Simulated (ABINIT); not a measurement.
# BN (Qingsongite): G0W0 in ABINIT against the bands in the screening

Aim: move the bands in the screening of a G0W0 run on BN (Qingsongite) over a wide range.

Program: ABINIT 10.8.3. Level of theory: LDA and many-body steps on it, plane waves. Results are calculated unless marked as measured.

### Step 1. Starting point

Symmetry: F-43m, No. 216, cubic system. Conventional cell: a = 3.615 Å, b = 3.615 Å, c = 3.615 Å, α = 90.00°, β = 90.00°, γ = 90.00°. Nearest to B lie 4 N at 1.57 Å. Nearest to N lie 4 B at 1.57 Å. Farther neighbours and most contacts between anions are not listed.

The cell and positions come from the Crystallography Open Database and are kept as given unless a step says otherwise.

### Step 2. Screening, 6×6×6 mesh, 12 bands, screening to 130.6 eV

This step: ABINIT 10.8.3; RPA screening on LDA, plane waves, norm-conserving pseudopotentials.

The RPA dielectric matrix is built and inverted for each q.

The input, run.abi:

```
acell 3*1.0 Angstrom
rprim 
  -0.000000000000 1.807500000000 1.807500000000
  1.807500000000 0.000000000000 1.807500000000
  1.807500000000 1.807500000000 -0.000000000000
ntypat 2
znucl 5 7
natom 2
typat 1 2
xred 
  0.000000000000 0.000000000000 0.000000000000
  0.250000000000 0.250000000000 0.250000000000
pp_dirpath "pseudos"
pseudos "B.upf, N.upf"
ecut 36
ngkpt 6 6 6
nshiftk 1
shiftk 0 0 0
kptopt 1
chksymbreak 0
istwfk *1
occopt 1
irdwfk 1
optdriver 3
nband 12
ecuteps 4.8
inclvkb 2
awtr 1
symchi 1
indata_prefix "in"
outdata_prefix "out"
tmpdata_prefix "tmp"
```

The run is started by

```sh
> OMP_NUM_THREADS=1 mpirun -n 4 abinit run.abi > log
```

The program printed:

```text
.Version 10.8.3 of ABINIT. v10.8.2 released Aug 2026.

 Symmetries : space group F-4 3 m (#216); Bravais cF (face-center cubic)
[... echo of the input left out ...]
== DATASET  1 ==================================================================
-   mpi_nproc: 4, omp_nthreads: 1 (-1 if OMP is not activated)

--- !DatasetInfo
iteration_state: {dtset: 1, }
dimensions: {natom: 2, nkpt: 16, mband: 12, nsppol: 1, nspinor: 1, nspden: 1, mpw: 869, }
cutoff_energies: {ecut:  36.0, pawecutdg:  -1.0, }
electrons: {nelect:   8.00000000E+00, charge:   0.00000000E+00, occopt:   1.00000000E+00, tsmear:   1.00000000E-02, }

 SCREENING: Calculation of the susceptibility and dielectric matrices

 Based on a program developped by R.W. Godby, V. Olevano, G. Onida, and L. Reining.
 Incorporated in ABINIT by V. Olevano, G.-M. Rignanese, and M. Torrent.
.Using double precision arithmetic ; gwpc =  8

[... cell and pseudopotentials left out ...]
--------------------------------------------------------------------------------

 ==== K-mesh for the wavefunctions ====
 Number of points in the irreducible wedge :    16
[... list of points left out ...]
 Together with 24 symmetry operations and time-reversal symmetry
 yields   216 points in the full Brillouin Zone.

 ==== Q-mesh for the screening function ====
 Number of points in the irreducible wedge :    16
[... list of points left out ...]
 Together with 24 symmetry operations and time-reversal symmetry
 yields   216 points in the full Brillouin Zone.

 setmesh: FFT mesh size selected  =    18x   18x   18
          total number of points  =         5832

 vcoul_init : cutoff-mode = AUXILIARY_FUNCTION
 q-points for optical limit:   1
     1)      0.000010    0.000020    0.000030

- screening: taking advantage of time-reversal symmetry
- Maximum band index for partially occupied states nbvw = 4
- Remaining bands to be divided among processors   nbcw = 8
- Number of bands treated by each node ~2

 Number of electrons calculated from density =    8.0000; Expected =    8.0000
 average of density, n =  0.100376
 r_s =    1.3348
 omega_plasma =   30.5612 [eV]

 calculating chi0 at frequencies [eV] :
  1    0.000000E+00    0.000000E+00
  2    0.000000E+00    3.056116E+01

--------------------------------------------------------------------------------
  q-point number  1        q = ( 0.000000, 0.000000, 0.000000) [r.l.u.]
--------------------------------------------------------------------------------
[... chi0 elements left out ...]
 For q-point:  0.000010 0.000020 0.000030
  dielectric constant =   4.4476
  dielectric constant without local fields =   4.7439

  Average fulfillment of the sum rule on Im[epsilon] for q-point    1 :     19.08  [%]
[... wings left out ...]
  q-point number  2        q = ( 0.166667, 0.000000, 0.000000) [r.l.u.]
--------------------------------------------------------------------------------
[... chi0 elements left out ...]
  Average fulfillment of the sum rule on Im[epsilon] for q-point    2 :     71.82  [%]

 [... 14 further q-points ...]
```

Run time: 2.6 s. Hardware: 4 MPI ranks of Arm Neoverse V2, shared host; peak memory 0.08 GiB; 9.9 s of CPU time.

Numbers from this step:

* ε∞ with local fields, on this mesh, along the program's q direction: 4.448
* the same without local fields: 4.744
* plasma frequency: 30.56 eV
* plane waves in the screening matrix: 51

Local fields lower ε∞ by 6 %. On a Γ-centred mesh this coarse the value itself is usually too large, while a short band sum pulls it down.

### Step 3. 12 bands

The self-energy is evaluated for the states that the input lists, and the levels follow from it, in one-shot runs by the linearised quasiparticle equation.

This step: G0W0 on LDA, plane waves, norm-conserving pseudopotentials.

run.abi: that of step 2 with these lines changed.

```diff
@@ -23,8 +23,17 @@
 irdwfk 1
-optdriver 3
-nband 12
+optdriver 4
+nband 23
+gwcalctyp 0
+ecutsigx 36
+symsigma 1
+nkptgw 2
+kptgw 
+  0.0000000000 0.0000000000 0.0000000000
+  0.5000000000 0.5000000000 0.0000000000
+bdgw 
+  2 7
+  3 6
 ecuteps 4.8
-inclvkb 2
-awtr 1
-symchi 1
+irdscr 1
+ppmodel 1
 indata_prefix "in"
```

The program printed:

```text
.Version 10.8.3 of ABINIT. v10.8.2 released Aug 2026.

 Symmetries : space group F-4 3 m (#216); Bravais cF (face-center cubic)
[... echo of the input left out ...]
== DATASET  1 ==================================================================
-   mpi_nproc: 4, omp_nthreads: 1 (-1 if OMP is not activated)

--- !DatasetInfo
iteration_state: {dtset: 1, }
dimensions: {natom: 2, nkpt: 16, mband: 23, nsppol: 1, nspinor: 1, nspden: 1, mpw: 869, }
cutoff_energies: {ecut:  36.0, pawecutdg:  -1.0, }
electrons: {nelect:   8.00000000E+00, charge:   0.00000000E+00, occopt:   1.00000000E+00, tsmear:   1.00000000E-02, }

 SIGMA: Calculation of the GW corrections

 Based on a program developped by R.W. Godby, V. Olevano, G. Onida, and L. Reining.
 Incorporated in ABINIT by V. Olevano, G.-M. Rignanese, and M. Torrent.
.Using double precision arithmetic ; gwpc =  8

[... cell and pseudopotentials left out ...]
--------------------------------------------------------------------------------

 ==== K-mesh for the wavefunctions ====
 Number of points in the irreducible wedge :    16
[... list of points left out ...]
 Together with 24 symmetry operations and time-reversal symmetry
 yields   216 points in the full Brillouin Zone.

 ==== Q-mesh for screening function ====
 Number of points in the irreducible wedge :    16
[... list of points left out ...]
 Together with 24 symmetry operations and time-reversal symmetry
 yields   216 points in the full Brillouin Zone.

 vcoul_init : cutoff-mode = AUXILIARY_FUNCTION
 q-points for optical limit:   1
     1)      0.000010    0.000020    0.000030
 setmesh: FFT mesh size selected  =    25x   25x   25
          total number of points  =        15625

 Number of electrons calculated from density =    8.0000; Expected =    8.0000
 average of density, n =  0.100376
 r_s =    1.3348
 omega_plasma =   30.5612 [eV]

 === KS Band Gaps ===
  >>>> For spin  1
   Minimum direct gap =   8.7475 [eV], located at k-point      :   0.0000  0.0000  0.0000
   Fundamental gap    =   4.4200 [eV], Top of valence bands at :   0.0000  0.0000  0.0000
                                       Bottom of conduction at :   0.5000  0.5000  0.0000
 SIGMA fundamental parameters:
 PLASMON POLE MODEL  1
 number of plane-waves for SigmaX                  869
 number of plane-waves for SigmaC and W             51
 number of plane-waves for wavefunctions           869
 number of bands                                    23
 number of independent spin polarizations            1
 number of spinorial components                      1
 number of k-points in IBZ                          16
 number of q-points in IBZ                          16
 number of symmetry operations                      24
 number of k-points in BZ                          216
 number of q-points in BZ                          216
 number of frequencies for dSigma/dE                 9
 frequency step for dSigma/dE [eV]                0.25
 number of omega for Sigma on real axis              0
 max omega for Sigma on real axis  [eV]           0.00
 zcut for avoiding poles [eV]                     0.10

 EPSILON^-1 parameters (SCR file):
 dimension of the eps^-1 matrix on file             51
 dimension of the eps^-1 matrix used                51
 number of plane-waves for wavefunctions           869
 number of bands                                    12
 number of q-points in IBZ                          16
 number of frequencies                               2
 number of real frequencies                          1
 number of imag frequencies                          1

 matrix elements of self-energy operator (all in [eV])

 Perturbative Calculation

--- !SelfEnergy_ee
iteration_state: {dtset: 1, }
kpoint     : [   0.000,    0.000,    0.000, ]
spin       : 1
KS_gap     :    8.748
QP_gap     :   10.997
Delta_QP_KS:    2.249
data: !SigmaeeData |
     Band     E0 <VxcDFT>   SigX SigC(E0)      Z dSigC/dE  Sig(E)    E-E0       E
        2   8.006 -18.334 -22.055   3.242   0.829  -0.206 -18.731  -0.397   7.608
        3   8.006 -18.334 -22.055   3.242   0.829  -0.206 -18.731  -0.397   7.608
        4   8.006 -18.334 -22.055   3.242   0.829  -0.206 -18.731  -0.397   7.608
        5  16.753 -13.840  -7.141  -4.506   0.844  -0.185 -11.989   1.852  18.605
        6  16.753 -13.840  -7.141  -4.506   0.844  -0.185 -11.989   1.852  18.605
        7  16.753 -13.840  -7.141  -4.506   0.844  -0.185 -11.989   1.852  18.605

--- !SelfEnergy_ee
iteration_state: {dtset: 1, }
kpoint     : [   0.500,    0.500,    0.000, ]
spin       : 1
KS_gap     :    9.351
QP_gap     :   11.563
Delta_QP_KS:    2.212
data: !SigmaeeData |
     Band     E0 <VxcDFT>   SigX SigC(E0)      Z dSigC/dE  Sig(E)    E-E0       E
        3   3.075 -16.416 -21.623   4.152   0.816  -0.225 -17.277  -0.861   2.214
        4   3.075 -16.416 -21.623   4.152   0.816  -0.225 -17.277  -0.861   2.214
        5  12.426 -12.866  -7.423  -3.865   0.856  -0.168 -11.515   1.351  13.777
        6  17.261 -12.887  -6.730  -4.363   0.853  -0.172 -11.357   1.530  18.791

== END DATASET(S) ==============================================================
================================================================================

 -outvars: echo values of variables after computation  --------
           etotal      0.0000000000E+00
            nband          23
             nkpt          16
          spgroup         216
 [... the other variables as echoed above ...]

 Calculation completed.
```

Wall time 1.8 s (4 MPI ranks); peak memory 0.09 GiB; 7 s of CPU time.

This step gave:

```yaml
g0w0_gap_on_the_points_computed: 6.169 eV
starting_gap_on_the_mesh: 4.420 eV
k_of_the_valence_top: 0, 0, 0
k_of_the_conduction_bottom: 0.5, 0.5, 0
z_at_the_valence_top: 0.829
z_at_the_conduction_bottom: 0.856
least_direct_g0w0_gap_on_the_computed_points: 11.00 eV
```

The gap on the mesh goes from 4.42 eV to 6.17 eV, a correction of +1.75 eV.

### Step 4. Screening, 6×6×6 mesh, 23 bands, screening to 130.6 eV

This step: RPA screening on LDA, plane waves, norm-conserving pseudopotentials.

run.abi: that of step 3 with these lines changed.

```diff
@@ -23,17 +23,8 @@
 irdwfk 1
-optdriver 4
+optdriver 3
 nband 23
-gwcalctyp 0
-ecutsigx 36
-symsigma 1
-nkptgw 2
-kptgw 
-  0.0000000000 0.0000000000 0.0000000000
-  0.5000000000 0.5000000000 0.0000000000
-bdgw 
-  2 7
-  3 6
 ecuteps 4.8
-irdscr 1
-ppmodel 1
+inclvkb 2
+awtr 1
+symchi 1
 indata_prefix "in"
```

The program printed:

```text
.Version 10.8.3 of ABINIT. v10.8.2 released Aug 2026.

 Symmetries : space group F-4 3 m (#216); Bravais cF (face-center cubic)
[... echo of the input left out ...]
== DATASET  1 ==================================================================
-   mpi_nproc: 4, omp_nthreads: 1 (-1 if OMP is not activated)

--- !DatasetInfo
iteration_state: {dtset: 1, }
dimensions: {natom: 2, nkpt: 16, mband: 23, nsppol: 1, nspinor: 1, nspden: 1, mpw: 869, }
cutoff_energies: {ecut:  36.0, pawecutdg:  -1.0, }
electrons: {nelect:   8.00000000E+00, charge:   0.00000000E+00, occopt:   1.00000000E+00, tsmear:   1.00000000E-02, }

 SCREENING: Calculation of the susceptibility and dielectric matrices

 Based on a program developped by R.W. Godby, V. Olevano, G. Onida, and L. Reining.
 Incorporated in ABINIT by V. Olevano, G.-M. Rignanese, and M. Torrent.
.Using double precision arithmetic ; gwpc =  8

[... cell and pseudopotentials left out ...]
--------------------------------------------------------------------------------

 ==== K-mesh for the wavefunctions ====
 Number of points in the irreducible wedge :    16
[... list of points left out ...]
 Together with 24 symmetry operations and time-reversal symmetry
 yields   216 points in the full Brillouin Zone.

 ==== Q-mesh for the screening function ====
 Number of points in the irreducible wedge :    16
[... list of points left out ...]
 Together with 24 symmetry operations and time-reversal symmetry
 yields   216 points in the full Brillouin Zone.

 setmesh: FFT mesh size selected  =    18x   18x   18
          total number of points  =         5832

 vcoul_init : cutoff-mode = AUXILIARY_FUNCTION
 q-points for optical limit:   1
     1)      0.000010    0.000020    0.000030

- screening: taking advantage of time-reversal symmetry
- Maximum band index for partially occupied states nbvw = 4
- Remaining bands to be divided among processors   nbcw = 19
- Number of bands treated by each node ~4

 Number of electrons calculated from density =    8.0000; Expected =    8.0000
 average of density, n =  0.100376
 r_s =    1.3348
 omega_plasma =   30.5612 [eV]

 calculating chi0 at frequencies [eV] :
  1    0.000000E+00    0.000000E+00
  2    0.000000E+00    3.056116E+01

--------------------------------------------------------------------------------
  q-point number  1        q = ( 0.000000, 0.000000, 0.000000) [r.l.u.]
--------------------------------------------------------------------------------
[... chi0 elements left out ...]
 For q-point:  0.000010 0.000020 0.000030
  dielectric constant =   4.4652
  dielectric constant without local fields =   4.7826

  Average fulfillment of the sum rule on Im[epsilon] for q-point    1 :     50.75  [%]
[... wings left out ...]
  q-point number  2        q = ( 0.166667, 0.000000, 0.000000) [r.l.u.]
--------------------------------------------------------------------------------
[... chi0 elements left out ...]
  Average fulfillment of the sum rule on Im[epsilon] for q-point    2 :     85.20  [%]

 [... 14 further q-points ...]
```

The job ended after 4 s (4 MPI ranks; peak memory 0.31 GiB; 16 s of CPU time).

This step gave:

```
ε∞ with local fields, on this mesh, along the program's q direction : 4.465
the same without local fields                                       : 4.783
plasma frequency                                                    : 30.56 eV
plane waves in the screening matrix                                 : 51
```

(Continued in part 2 of 2.)

[Paths, hosts, dates, memory and timing lines, banners, echoed tables and standing remarks are left out of the program output.]

[Logs are printed without paths, hosts, clocks, repeated set-up lines and the standing remarks that a program may print on its own settings, such as how far it seeks lower states.]

[Runs of the session that timed out or met a known fault of the program may be left out.]

[No measured gap is set beside runs whose start may be inverted or whose files or cutoffs have a known fault.]

[Hosts, paths, dates, database ids (printed as entryN), source tags and the programs' standing remarks are cut or masked in the printed files.]

[G0W0 gaps are taken among the corrected bands and points alone; a level outside them can change the order at an edge.]

[Where Ansatz stands beside ABINIT at settings called matched, ABINIT's density can come from a denser mesh and the files from another edition; pairs whose starting gaps differed by over 0.03 eV were left out, so agreement reads better than it is.]
